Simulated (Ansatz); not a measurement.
# A hypothetical structure for YTl2Cu3, part 2 of 2

This structure for YTl2Cu3 is made up. Its elements were placed in a known structure type with a cell scaled to their sizes. What cell does the guess relax to, and how far off was it?

Ansatz 0.2.0; DFT, PBEsol, plane-wave PAW, files of the set soft_1, scalar-relativistic, ferromagnetic start, cell and ions relaxed at zero pressure; PAW set soft_1 (the session's first sound run).

So far: The structure; Relaxation of the guess. The relaxed cell has a = 5.504, c = 4.295 Å (conventional setting).

### 3. Electronic structure of the relaxed cell

With the geometry fixed, one more self-consistent run, with a narrower smearing and the mesh shown in its input, gives the bands, and its pressure, and its forces where symmetry allows any, show how far the geometry depends on these settings.

This step: DFT, PBEsol, plane-wave PAW, files of the set soft_1, scalar-relativistic, no spin, bands and density of states at the relaxed cell; PAW set soft_1 (Ansatz 0.2.0).

Input file input.yaml:

```yaml
crystal:
  lattice:
    - [5.5040306805, 0.0, 0.0]
    - [-2.7520153403, 4.7666303926, 0.0]
    - [0.0, 0.0, 4.2947313456]
  atoms:
    - { symbol: Tl, position: [0.6666666667, 0.3333333333, 0.0] }
    - { symbol: Tl, position: [0.3333333333, 0.6666666667, 0.0] }
    - { symbol: "Y", position: [0.0, 0.0, 0.0] }
    - { symbol: Cu, position: [0.0, 0.5, 0.5] }
    - { symbol: Cu, position: [0.5, 0.5, 0.5] }
    - { symbol: Cu, position: [0.5, 0.0, 0.5] }
kpoints:
  mp_grid: { grid: [6, 6, 8] }
  band_path:
    path:
      - [[0.0, 0.0, 0.0], [0.5, 0.0, 0.0], [0.33333333, 0.33333333, 0.0], [0.0, 0.0, 0.0], [0.0, 0.0, 0.5], [0.5, 0.0, 0.5], [0.33333333, 0.33333333, 0.5], [0.0, 0.0, 0.5]]
      - [[0.5, 0.0, 0.5], [0.5, 0.0, 0.0]]
      - [[0.33333333, 0.33333333, 0.0], [0.33333333, 0.33333333, 0.5]]
    npoints: 8
scf:
  occupations: { method: fermi_dirac, width: 0.03 }
  n_extra_bands: 10
hamiltonian:
  xc: pbesol
  pseudopotentials: { kind: paw, azcp: { folder: soft_1 }, xc_functional: pbe }
output:
  forces: true
  stress: true
  write_bands: true
  dos: { projected: true }
  write_density: true
  write_potential: true
  elf: true
  volumetric_format: npy
```

On the command line:

```sh
ansatz run input.yaml --threads 4 --pin off --max-ram 10240MiB --backend cpu --events-out ev --progress --plain --runs-dir out
```

Numbers of over 12 decimals in the logs are rounded to 6 here.

The program printed:

```text
[...]
Crystal: 6 atoms, lattice volume = 112.675 Å³
Basis set: ecut = 420 eV, 2241 PW (Γ), exchange–correlation on 80×80×60 points (8 copies of the dense FFT grid, shifted against one another)
Bands: 57, of which v1, the nominal top of the filled ones, is band 47 counted from 1 (46 counted from 0)
Symmetry: 24 space group operations
[...]
k-points: 35 of 288
[...]
SCF iter   1: F=—  HF=-46172.139578 eV  |F-HF|=—  |Δ(HF+E_count)|=         —  Δρ=5.03e-1  dr2=2.56e2  ethr=3.10e-3  ⟨swp⟩=6.0  Hψ=6892  notcnv=0
[...]
SCF iter  11: F=-46156.297279 eV  HF=-46156.297279 eV  |F-HF|=2.60e-8  |Δ(HF+E_count)|=   5.59e-7  Δρ=5.22e-6  dr2=4.47e-8  ethr=1.06e-10  ⟨swp⟩=13.0  Hψ=14066  notcnv=0
SCF 1 converged in 11 iterations: F = -46156.297279 eV  dr2 = 4.47e-8
[...]
NSCF: frozen V_eff on 75 k-points
SCF converged after 11 iterations
Free energy (F): -46156.297279 eV
[...]
Internal energy: -46156.288965 eV  (E = F + TS)
E sigma→0 (E₀):  -46156.293122 eV
Entropy (-TS):   -0.008314 eV (-1.386 meV/atom)
Fermi energy:    13.659227 eV
[...]
--- Stress (GPa, compression-positive) ---
        0.095130      -0.000000       0.000000
       -0.000000       0.095130       0.000000
        0.000000       0.000000      -0.337305
  P = ⅓ Tr σ = -0.0490 GPa (-0.490 kbar)
--- Band table (eV; the first three rows and the last of 35) ---
  k-point 0: bands = [... 43 lower, 12.3816, 12.4510, 12.4510, 13.5607, 13.5872, 13.5872, 15.9685, 15.9685, ... 6 higher]
  k-point 1: bands = [... 43 lower, 11.6428, 12.3803, 12.3803, 13.5657, 13.5657, 14.3629, 16.0730, 16.0730, ... 6 higher]
  k-point 2: bands = [... 43 lower, 11.6430, 12.1477, 12.1477, 13.4781, 13.4781, 15.2823, 15.4542, 16.3931, ... 6 higher]
  k-point 34: bands = [... 43 lower, 11.1161, 11.1161, 11.6857, 12.6030, 14.7489, 14.7489, 15.4757, 15.4757, ... 6 higher]
```

Elapsed: 9.8 s, on 4 threads of Arm Neoverse V1, shared host; peak memory 0.65 GiB; 37 s of CPU time.

The column dr2 measures how far the density is from self-consistency, as an energy; F and HF (Harris–Foulkes) agree once it is small.

This step gave:

| Quantity | Value |
| --- | --- |
| free energy | -46156.2973 eV |
| energy at zero smearing | -46156.2931 eV |
| smearing term TS | 0.008314 eV |
| Fermi energy | 13.66 eV |
| pressure | -0.04902 GPa |

From bands.tsv, the bands that come nearest the Fermi level along the path, at its corners, in eV from the Fermi level:

```tsv
point	band 44	band 45	band 46	band 47	band 48	band 49	band 50	band 51
Γ	-1.28	-1.21	-1.21	-0.10	-0.07	-0.07	2.31	2.31
M	-2.25	-1.38	-0.22	0.42	0.50	2.09	2.11	2.36
K	-2.31	-0.09	-0.09	0.15	0.53	0.53	2.79	2.79
Γ	-1.28	-1.21	-1.21	-0.10	-0.07	-0.07	2.31	2.31
A	-2.47	-2.02	-1.73	-0.80	-0.36	-0.36	2.57	2.57
L	-2.48	-2.45	-1.39	-0.27	0.12	0.24	1.15	2.82
H	-2.54	-2.54	-1.97	-1.06	1.09	1.09	1.82	1.82
A	-2.47	-2.02	-1.73	-0.80	-0.36	-0.36	2.57	2.57
L	-2.48	-2.45	-1.39	-0.27	0.12	0.24	1.15	2.82
M	-2.25	-1.38	-0.22	0.42	0.50	2.09	2.11	2.36
K	-2.31	-0.09	-0.09	0.15	0.53	0.53	2.79	2.79
H	-2.54	-2.54	-1.97	-1.06	1.09	1.09	1.82	1.82
```

Counts of states for the cell as run, both spins, by energy window (eV from the Fermi level):

```csv
from,to,total
-8,-7,1.12
-7,-6,0.71
-6,-5,0.75
-5,-4,2.73
-4,-3,14.20
-3,-2,14.55
-2,-1,2.93
-1,0,2.86
0,1,3.20
1,2,2.19
2,3,3.62
3,4,3.17
4,5,3.07
```

A further 54.2 states lie below the table's range.

Valence density in the ab plane at fractional z = 0.000, with atoms of Tl and Y within 0.2 Å of it. It is the smooth field of the valence electrons, not physical close to the nuclei.

Ten even steps from '0' (0.1 e/Å³) to '9' (6.3 e/Å³), each cell a mean:
```
530000000000145
210000000000134
000012320000011
000146630000000
000379620000000
001588410000000
001353100000000
000110000123200
000000001466300
000000003896200
000000015874100
000000013531000
221000001100000
542000000000013
452000000000025
```
Columns run along a (5.5 Å), rows up along b (5.5 Å). Atoms in or near the plane, at fractional coordinates: Tl at (0.67, 0.33), Tl at (0.33, 0.67), Y at (0.00, 0.00).

Electrostatic potential energy in the ab plane at fractional z = 0.000, with atoms of Tl and Y within 0.2 Å of it. With pseudopotentials it is smooth inside the atoms' cores, unlike the true potential.

Ten even steps from '_' (-41 eV) to '@' (14 eV), each cell a mean:
```
__..**@@@@@@@@@@@@@@@@%%++____
::**%%@@@@%%####%%@@@@%%++..__
##%%@@@@**----==##@@@@%%##++++
@@@@@@**::::..--##@@@@@@%%%%%%
@@@@##--::::..--%%@@@@@@@@@@@@
@@@@++::::::::**@@@@@@@@@@@@@@
@@%%++::::::**@@@@@@%%####%%@@
@@@@##++++##@@@@@@**----==##@@
@@@@@@%%@@@@@@@@**::....--##@@
@@@@@@@@@@@@@@##::::::::--%%@@
@@@@@@@@@@@@@@++::::::::**@@@@
######%%@@@@%%++::::--**@@@@@@
--::==##@@@@@@##++++##@@@@%%**
____::##@@@@@@@@%%@@@@@@%%**..
____--##@@@@@@@@@@@@@@@@##::__
```
Columns run along a (5.5 Å; values clipped at the 3rd and 97th percentile), rows up along b (5.5 Å). Atoms in or near the plane, at fractional coordinates: Tl at (0.67, 0.33), Tl at (0.33, 0.67), Y at (0.00, 0.00).

ELF in the ab plane at fractional z = 0.000, with atoms of Tl and Y within 0.2 Å of it. It is the smooth field of the valence electrons, not physical close to the nuclei.

Values, 15 rows by 15 columns, each cell a mean:
```
0.70 0.82 0.47 0.12 0.20 0.26 0.26 0.25 0.26 0.26 0.16 0.14 0.61 0.84 0.68
0.81 0.51 0.15 0.20 0.31 0.33 0.34 0.34 0.33 0.30 0.15 0.18 0.64 0.84 0.84
0.36 0.14 0.20 0.34 0.37 0.31 0.27 0.35 0.38 0.32 0.16 0.13 0.41 0.64 0.61
0.11 0.20 0.33 0.37 0.23 0.08 0.09 0.30 0.39 0.31 0.16 0.09 0.13 0.18 0.14
0.20 0.28 0.36 0.26 0.05 0.03 0.07 0.32 0.34 0.27 0.20 0.16 0.16 0.15 0.16
0.25 0.29 0.34 0.17 0.03 0.05 0.21 0.34 0.28 0.25 0.27 0.31 0.32 0.30 0.26
0.24 0.29 0.35 0.24 0.17 0.25 0.34 0.27 0.24 0.28 0.34 0.39 0.38 0.33 0.26
0.24 0.29 0.37 0.39 0.38 0.35 0.27 0.24 0.27 0.34 0.32 0.30 0.35 0.34 0.25
0.25 0.29 0.34 0.36 0.33 0.28 0.25 0.27 0.34 0.21 0.07 0.09 0.27 0.34 0.26
0.22 0.22 0.24 0.24 0.23 0.24 0.28 0.35 0.25 0.05 0.03 0.08 0.31 0.33 0.26
0.12 0.11 0.11 0.10 0.13 0.23 0.33 0.38 0.17 0.03 0.05 0.23 0.37 0.31 0.20
0.26 0.40 0.36 0.17 0.10 0.24 0.36 0.39 0.24 0.17 0.26 0.37 0.34 0.20 0.12
0.76 0.81 0.74 0.36 0.11 0.24 0.34 0.37 0.35 0.34 0.36 0.33 0.20 0.15 0.47
0.77 0.82 0.81 0.40 0.11 0.22 0.29 0.29 0.29 0.29 0.28 0.20 0.14 0.51 0.82
0.46 0.77 0.76 0.26 0.12 0.22 0.25 0.24 0.24 0.25 0.20 0.11 0.36 0.81 0.70
```
Columns run along a (5.5 Å), rows up along b (5.5 Å). Atoms in or near the plane, at fractional coordinates: Tl at (0.67, 0.33), Tl at (0.33, 0.67), Y at (0.00, 0.00).

### 4. Summary of results

| Property | Result |
| --- | --- |
| space group, relaxed | P6/mmm |
| conventional cell | a = 5.504, b = 5.504, c = 4.295 Å; α = 90.0°, β = 90.0°, γ = 120.0° |
| volume per atom | 18.78 Å³ (guess 20.97) |
| total moment | 0.00 μB in the cell of 6 atoms |

**Reading.** YTl2Cu3 relaxes to P6/mmm with a = 5.504, b = 5.504 and c = 4.295 Å. The guessed volume was 12 % too large. The space group P6/mmm was held in the relaxation, so the end point is a stationary structure within it and may be a saddle against distortions or other arrangements. The moments died out from this one start and weren't seeded again at the relaxed cell. Bands cross the Fermi level, so it is a metal or semimetal at this level. On the 6×6×8 mesh with the narrower smearing (relaxed on 6×6×6) the forces vanish, as symmetry may demand, and the largest stress component is 0.337 GPa, against the relaxation's thresholds of 0.015 eV/Å and 0.05 GPa. The cutoff wasn't tested. Spin-orbit coupling is left out, which can matter for elements this heavy. No dispersion term is used, so weakly bound directions may come out too long. Nothing here tests whether the compound is stable against decomposition.

[Logs are printed without paths, hosts, clocks, repeated set-up lines and the standing remarks that a program may print on its own settings, such as how far it seeks lower states.]

[Hosts, paths, dates, database ids (printed as entryN), source tags and the programs' standing remarks are cut or masked in the printed files.]
